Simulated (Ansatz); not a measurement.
**Stretching the linear Cu chain**

Aim: how do moment and conductance of the linear Cu chain follow its length?

Calculated with Ansatz 0.2.0; DFT PBEsol, plane waves, PAW; relaxation of a chain's period, in the first sound run; inputs show where later runs differ.

This is a report of a sequence of runs, with most program output left out.

### Step 1. Set-up

The cell holds 1 atom: 1 Cu. Its edges and angles: a = 7.500 Å, b = 7.500 Å, c = 2.455 Å, α = 90.0°, β = 90.0°, γ = 90.0°. Vacuum lies along a and b. The structure's axis is c.

### Step 2. Relaxing the period

Band widths follow the bond lengths, so the chain is relaxed first. The atoms and the third cell vector are free; the box across stays fixed as vacuum. Moments are seeded so that a magnetic state can form if it lies lower. A Fermi-Dirac smearing is set since the result may be a metal. The pressure printed is a third of the stress's trace over the whole box, vacuum included; only the stress along the axis is relaxed.

Input file input.yaml:

```yaml
crystal:
  lattice:
    - [7.5, 0.0, 0.0]
    - [0.0, 7.5, 0.0]
    - [0.0, 0.0, 2.4552]
  atoms:
    - { symbol: Cu, position: [0.5, 0.5, 0.0], spin: 0.5 }
magnetization:
  spin_polarized: true
kpoints:
  mp_grid: { grid: [1, 1, 33] }
scf:
  occupations: { method: fermi_dirac, width: 0.05 }
hamiltonian:
  xc: pbesol
relax:
  cell: { fix: [a, b, alpha, beta, gamma] }
  max_steps: 60
```

The run is started by

```console
ansatz run input.yaml --threads 4 --pin off --max-ram 8192MiB --backend cpu --events-out ev --progress --plain --runs-dir out
```

Elapsed: 25 s, on 4 threads of Intel Xeon Platinum 8488C (Sapphire Rapids), shared host; peak memory 0.47 GiB.

The steps of the relaxation:

```tsv
step	energy less that of the first step (eV)	largest force component (eV/Å)	pressure (GPa)	volume (Å³)
1	0.0000	0.0000	-0.84	138.10
2	-0.0512	0.0000	-0.65	134.15
3	-0.0950	0.0000	-0.10	127.34
4	-0.0951	0.0000	-0.05	126.86
5*	-0.0942	0.0000	-0.05	126.86
```

Relaxation steps marked * repeat the geometry before them on a plane-wave basis chosen anew for their cell, so energy and pressure can jump there.

```tsv
cell as run	before	after	change
c (Å)	2.455	2.255	-8.1 %
```

The relaxed structure:

```xyz
1
Lattice="7.5000 0.0000 0.0000 0.0000 7.5000 0.0000 0.0000 0.0000 2.2553" Properties=species:S:1:pos:R:3
Cu    3.7500    3.7500    0.0000
```

Numbers from this step:

```
energy at zero smearing    : -6586.3822 eV
cell length along the wire : 2.255 Å
```

The cell's length comes to 2.255 Å with no moment.

### Step 3. The chain at a fixed length, period over the relaxed period 0.88, k-mesh 1×1×41

This step: DFT PBEsol, plane waves, PAW; channels and complex bands of a perfect chain (Ansatz 0.2.0).

The period is set to 0.88 times the relaxed one: shorter bonds widen the bands.

The cell differs from the one that the last finished run ended in (c 2.255 → 1.985 Å).

input.yaml, the sections that differ from step 2:

```yaml
crystal:
  lattice:
    - [7.5, 0.0, 0.0]
    - [0.0, 7.5, 0.0]
    - [0.0, 0.0, 1.984657165]
  atoms:
    - { symbol: Cu, position: [0.5, 0.5, 0.0], spin: 0.5 }
kpoints:
  mp_grid: { grid: [1, 1, 41] }
output:
  transmission:
    e_range: [-2, 2]
    de: 0.035
    kmesh: [1, 1]
    reduced_basis: true
    leads: [[0, 0]]
  stress: true
# magnetization, scf, hamiltonian: as in step 2
# relax: removed
```

It took 55 s on 4 threads; peak memory 0.44 GiB.

Numbers from this step:

| Item | Value |
| --- | --- |
| energy at zero smearing | -6586.0060 eV |
| total moment | 0.06608 μB |
| absolute moment | 0.07174 μB |
| channels at the energy nearest the Fermi level, spin up | 1 |
| channels at the energy nearest the Fermi level, spin down | 3 |
| conductance of the lead as this run defines it | 1.619 G₀ |
| band gap | 0 eV |

The open channels of the lead by energy, zero at the Fermi level:

```tsv
energy (eV)	spin up	spin down
-2.00	3	3
-1.90	4	4
-1.79	4	4
-1.69	4	4
-1.58	6	5
-1.48	6	6
-1.37	6	6
-1.23	6	6
-1.12	6	6
-1.02	6	6
-0.92	6	6
-0.81	4	6
-0.70	4	4
-0.60	4	4
-0.49	4	4
-0.39	4	4
-0.28	4	4
-0.18	4	4
-0.07	1	4
-0.01	1	3
0.07	1	1
0.17	1	1
0.28	1	1
0.38	1	1
0.48	1	1
0.59	1	1
0.69	1	1
0.80	1	1
0.91	1	1
1.01	1	1
1.11	1	1
1.22	1	1
1.36	1	1
1.47	1	1
1.57	1	1
1.68	1	1
1.78	1	1
1.89	1	1
1.99	1	1
```

At the computed energy nearest the Fermi level there are 1 spin-up and 3 spin-down channels, and the thermal average gives 1.62 G₀.

### Step 4. At a set period, period over the relaxed period 0.92, k-mesh 1×1×39

The period is set to 0.92 times the relaxed one: shorter bonds widen the bands.

The cell differs from the one that the last finished run ended in (c 1.985 → 2.075 Å).

Changes to input.yaml since step 3:

```diff
@@ -4,3 +4,3 @@
     - [0.0, 7.5, 0.0]
-    - [0.0, 0.0, 1.984657165]
+    - [0.0, 0.0, 2.0748688544]
   atoms:
@@ -10,3 +10,3 @@
 kpoints:
-  mp_grid: { grid: [1, 1, 41] }
+  mp_grid: { grid: [1, 1, 39] }
 scf:
```

The job ended after 56 s (4 threads; peak memory 0.48 GiB).

At the computed energy nearest the Fermi level there are 1 spin-up and 1 spin-down channels, and the thermal average gives 1.27 G₀.

For the conductance of the lead as this run defines it, step 3 gave 1.62 G₀; this run, with period over the relaxed period 0.92 and k-mesh 1×1×39, gives 1.27 G₀ (-21 %).

### Step 5. The chain at a fixed length, period over the relaxed period 0.96, k-mesh 1×1×37

The period is set to 0.96 times the relaxed one: shorter bonds widen the bands.

The cell differs from the one that the last finished run ended in (c 2.075 → 2.165 Å).

Changes to input.yaml since step 4:

```diff
@@ -4,3 +4,3 @@
     - [0.0, 7.5, 0.0]
-    - [0.0, 0.0, 2.0748688544]
+    - [0.0, 0.0, 2.1650805437]
   atoms:
@@ -10,3 +10,3 @@
 kpoints:
-  mp_grid: { grid: [1, 1, 39] }
+  mp_grid: { grid: [1, 1, 37] }
 scf:
```

Run time: 57 s. Hardware: 4 threads; peak memory 0.48 GiB; 98 s of CPU time.

At the computed energy nearest the Fermi level there are 1 spin-up and 1 spin-down channels, and the thermal average gives 1.23 G₀.

For the conductance of the lead as this run defines it, step 3 gave 1.62 G₀; this run, with period over the relaxed period 0.96 and k-mesh 1×1×37, gives 1.23 G₀ (-24 %).

### Step 6. At a set period, period over the relaxed period 1, k-mesh 1×1×36

The period is set to 1.0 times the relaxed one, as the point of reference.

Changes to input.yaml since step 5:

```diff
@@ -4,3 +4,3 @@
     - [0.0, 7.5, 0.0]
-    - [0.0, 0.0, 2.1650805437]
+    - [0.0, 0.0, 2.255292233]
   atoms:
@@ -10,3 +10,3 @@
 kpoints:
-  mp_grid: { grid: [1, 1, 37] }
+  mp_grid: { grid: [1, 1, 36] }
 scf:
```

Elapsed: 51 s, on 4 threads; peak memory 0.45 GiB.

At the computed energy nearest the Fermi level there are 1 spin-up and 1 spin-down channels, and the thermal average gives 1.11 G₀.

Between step 3 and this run (period over the relaxed period 1 and k-mesh 1×1×36) the value for the conductance of the lead as this run defines it moves from 1.62 G₀ to 1.11 G₀ (-31 %).

### Step 7. At a set period, period over the relaxed period 1.04, k-mesh 1×1×35

The period is set to 1.04 times the relaxed one: longer bonds narrow the bands.

The cell differs from the one that the last finished run ended in (c 2.255 → 2.346 Å).

Changes to input.yaml since step 6:

```diff
@@ -4,3 +4,3 @@
     - [0.0, 7.5, 0.0]
-    - [0.0, 0.0, 2.255292233]
+    - [0.0, 0.0, 2.3455039223]
   atoms:
@@ -10,3 +10,3 @@
 kpoints:
-  mp_grid: { grid: [1, 1, 36] }
+  mp_grid: { grid: [1, 1, 35] }
 scf:
```

Elapsed: 49 s, on 4 threads; peak memory 0.43 GiB; 89 s of CPU time.

At the computed energy nearest the Fermi level there are 1 spin-up and 1 spin-down channels, and the thermal average gives 1.09 G₀. The change of length costs 0.022 eV a cell and leaves no moment.

Between step 3 and this run (period over the relaxed period 1.04 and k-mesh 1×1×35) the value for the conductance of the lead as this run defines it moves from 1.62 G₀ to 1.09 G₀ (-33 %).

### Step 8. At a set period, period over the relaxed period 1.08, k-mesh 1×1×33

The period is set to 1.08 times the relaxed one: longer bonds narrow the bands.

The cell differs from the one that the last finished run ended in (c 2.346 → 2.436 Å).

Changes to input.yaml since step 7:

```diff
@@ -4,3 +4,3 @@
     - [0.0, 7.5, 0.0]
-    - [0.0, 0.0, 2.3455039223]
+    - [0.0, 0.0, 2.4357156116]
   atoms:
@@ -10,3 +10,3 @@
 kpoints:
-  mp_grid: { grid: [1, 1, 35] }
+  mp_grid: { grid: [1, 1, 33] }
 scf:
```

Wall time 55 s (4 threads); peak memory 0.45 GiB.

At the computed energy nearest the Fermi level there are 1 spin-up and 1 spin-down channels, and the thermal average gives 1.04 G₀. The change of length costs 0.080 eV a cell and leaves no moment.

Between step 3 and this run (period over the relaxed period 1.08 and k-mesh 1×1×33) the value for the conductance of the lead as this run defines it moves from 1.62 G₀ to 1.04 G₀ (-36 %).

### Step 9. At a set period, period over the relaxed period 1.13, k-mesh 1×1×32

The period is set to 1.13 times the relaxed one: longer bonds narrow the bands.

The cell differs from the one that the last finished run ended in (c 2.436 → 2.548 Å).

Changes to input.yaml since step 8:

```diff
@@ -4,3 +4,3 @@
     - [0.0, 7.5, 0.0]
-    - [0.0, 0.0, 2.4357156116]
+    - [0.0, 0.0, 2.5484802233]
   atoms:
@@ -10,3 +10,3 @@
 kpoints:
-  mp_grid: { grid: [1, 1, 33] }
+  mp_grid: { grid: [1, 1, 32] }
 scf:
```

Run time: 60 s. Hardware: 4 threads; peak memory 0.52 GiB; 2 min of CPU time.

At the computed energy nearest the Fermi level there are 1 spin-up and 1 spin-down channels, and the thermal average gives 1.03 G₀. The change of length costs 0.180 eV a cell and leaves no moment.

For the conductance of the lead as this run defines it, step 3 gave 1.62 G₀; this run, with period over the relaxed period 1.13 and k-mesh 1×1×32, gives 1.03 G₀ (-37 %).

### Step 10. The chain at a fixed length, period over the relaxed period 1.2, k-mesh 1×1×30

The period is set to 1.2 times the relaxed one: longer bonds narrow the bands.

The cell differs from the one that the last finished run ended in (c 2.548 → 2.706 Å).

Changes to input.yaml since step 9:

```diff
@@ -4,3 +4,3 @@
     - [0.0, 7.5, 0.0]
-    - [0.0, 0.0, 2.5484802233]
+    - [0.0, 0.0, 2.7063506796]
   atoms:
@@ -10,3 +10,3 @@
 kpoints:
-  mp_grid: { grid: [1, 1, 32] }
+  mp_grid: { grid: [1, 1, 30] }
 scf:
```

Wall time 52 s (4 threads); peak memory 0.5 GiB.

At the computed energy nearest the Fermi level there are 1 spin-up and 1 spin-down channels, and the thermal average gives 1.01 G₀. The change of length costs 0.348 eV a cell and leaves no moment.

For the conductance of the lead as this run defines it, step 3 gave 1.62 G₀; this run, with period over the relaxed period 1.2 and k-mesh 1×1×30, gives 1.01 G₀ (-38 %).

### Step 11. The chain at a fixed length, period over the relaxed period 1.3, k-mesh 1×1×28

The period is set to 1.3 times the relaxed one: longer bonds narrow the bands.

The cell differs from the one that the last finished run ended in (c 2.706 → 2.932 Å).

Changes to input.yaml since step 10:

```diff
@@ -4,3 +4,3 @@
     - [0.0, 7.5, 0.0]
-    - [0.0, 0.0, 2.7063506796]
+    - [0.0, 0.0, 2.9318799029]
   atoms:
@@ -10,3 +10,3 @@
 kpoints:
-  mp_grid: { grid: [1, 1, 30] }
+  mp_grid: { grid: [1, 1, 28] }
 scf:
```

It took 41 s on 4 threads; peak memory 0.44 GiB.

Open channels of the lead against energy, zero at the Fermi level:

```tsv
energy (eV)	spin up	spin down
-1.790	0	0
-1.615	1	1
-1.405	1	1
-1.195	1	1
-0.985	1	1
-0.810	1	1
-0.600	3	3
-0.390	6	6
-0.215	4	4
-0.005	1	1
0.205	1	1
0.415	1	1
0.590	1	1
0.800	1	1
1.010	1	1
1.185	1	1
1.395	1	1
1.605	1	1
1.815	1	1
```

At the computed energy nearest the Fermi level there are 1 spin-up and 1 spin-down channels, and the thermal average gives 1.00 G₀. The change of length costs 0.596 eV a cell and leaves no moment.

### Step 12. Side by side

Times are for 4 threads of Intel Xeon Platinum 8488C (Sapphire Rapids), shared host. The series side by side:

```tsv
no.	period over the relaxed period	conductance of the lead as this run defines it (G₀)	absolute moment (μB)	energy at zero smearing less the lowest (eV)	time	memory (GiB)
1	0.88	1.619	0.07174	0.3778	55 s	0.44
2	0.92	1.273	0.02413	0.1428	56 s	0.48
3	0.96	1.228	0.03169	0.03297	57 s	0.48
4	1	1.110	0	0	51 s	0.45
5	1.04	1.087	0	0.02239	49 s	0.43
6	1.08	1.044	0	0.07969	55 s	0.45
7	1.13	1.026	0	0.1795	60 s	0.52
8	1.2	1.008	0	0.3476	52 s	0.5
9	1.3	1.002	0	0.5961	41 s	0.44
```

### Step 13. Summary of results

* relaxed cell length: 2.255 Å
* conductance at period × 0.88: 1.62 G₀
* conductance at period × 1.0: 1.11 G₀
* conductance at period × 1.13: 1.03 G₀
* conductance at period × 1.3: 1.00 G₀
* absolute moment at period × 0.88: 0.0717 μB
* absolute moment at period × 1.0: 0 μB
* absolute moment at period × 1.3: 0 μB

What this shows: The conductance goes from 1.62 G₀ at the shortest period to 1.00 G₀ at the longest, as band edges move through the Fermi level. Transport is coherent and elastic here: the atoms are frozen, so scattering by vibrations plays no part. One term of the program's error estimate for a conductance, of a junction or of the perfect wire, reaches 42 % in this session. Conductances of a perfect chain off the multiples of half a G0 come from band edges within the thermal window; the square box also splits pairs of bands that an isolated chain keeps degenerate, which moves such edges. The lead's cell of one atom keeps the chain straight and evenly spaced; a zigzag or dimerised form may lie lower.

[Logs are printed without paths, hosts, clocks, repeated set-up lines and the standing remarks that a program may print on its own settings, such as how far it seeks lower states.]

[Hosts, paths, dates, database ids (printed as entryN), source tags and the programs' standing remarks are cut or masked in the printed files.]
